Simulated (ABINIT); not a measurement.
Planning a run of ABINIT 10.8.3 on Ba2TaBiO6 (R-3). The input:

```
acell 3*1.0 Angstrom
rprim 
  3.075626834241 1.775713980676 4.956223105800
  -3.075626834241 1.775713980676 4.956223105800
  0.000000000000 -3.551427961352 4.956223105800
ntypat 4
znucl 56 73 83 8
natom 10
typat 1 1 2 3 4 4 4 4 4 4
xred 
  0.748816000000 0.748816000000 0.748816000000
  0.251184000000 0.251184000000 0.251184000000
  0.500000000000 0.500000000000 0.500000000000
  0.000000000000 0.000000000000 0.000000000000
  0.725510000000 0.218856000000 0.322035000000
  0.218856000000 0.322035000000 0.725510000000
  0.322035000000 0.725510000000 0.218856000000
  0.274490000000 0.781144000000 0.677965000000
  0.677965000000 0.274490000000 0.781144000000
  0.781144000000 0.677965000000 0.274490000000
pp_dirpath "pseudos"
pseudos "Ba.upf, Ta.upf, Bi.upf, O.upf"
ecut 62
ngkpt 2 2 2
nshiftk 1
shiftk 0 0 0
kptopt 1
chksymbreak 0
istwfk *1
occopt 1
irdwfk 1
optdriver 3
nband 250
ecuteps 4.8
inclvkb 2
awtr 1
symchi 1
irdqps 1
gwcalctyp 10
nqptdm 3
qptdm 
  0.5000000000 0.0000000000 0.0000000000
  0.5000000000 0.5000000000 0.0000000000
  0.5000000000 0.5000000000 0.5000000000
indata_prefix "in"
outdata_prefix "out"
tmpdata_prefix "tmp"
```

```sh
OMP_NUM_THREADS=1 mpirun -n 4 abinit run.abi > log; mrgscr < mrgscr.stdin
```

Q: Estimate wall time and host memory on 4 MPI ranks of Arm Neoverse V1, shared host.

It took 2.6 min; on shared hardware allow 78 s to 5.2 min. Peak host memory was 5.0 GiB.

[Paths, hosts, dates, memory and timing lines, banners, echoed tables and standing remarks are left out of the program output.]

[Logs are printed without paths, hosts, clocks, repeated set-up lines and the standing remarks that a program may print on its own settings, such as how far it seeks lower states.]

[Runs of the session that timed out or met a known fault of the program may be left out.]

[Hosts, paths, dates, database ids (printed as entryN), source tags and the programs' standing remarks are cut or masked in the printed files.]

[G0W0 gaps are taken among the corrected bands and points alone; a level outside them can change the order at an edge.]

[Where Ansatz stands beside ABINIT at settings called matched, ABINIT's density can come from a denser mesh and the files from another edition; pairs whose starting gaps differed by over 0.03 eV were left out, so agreement reads better than it is.]
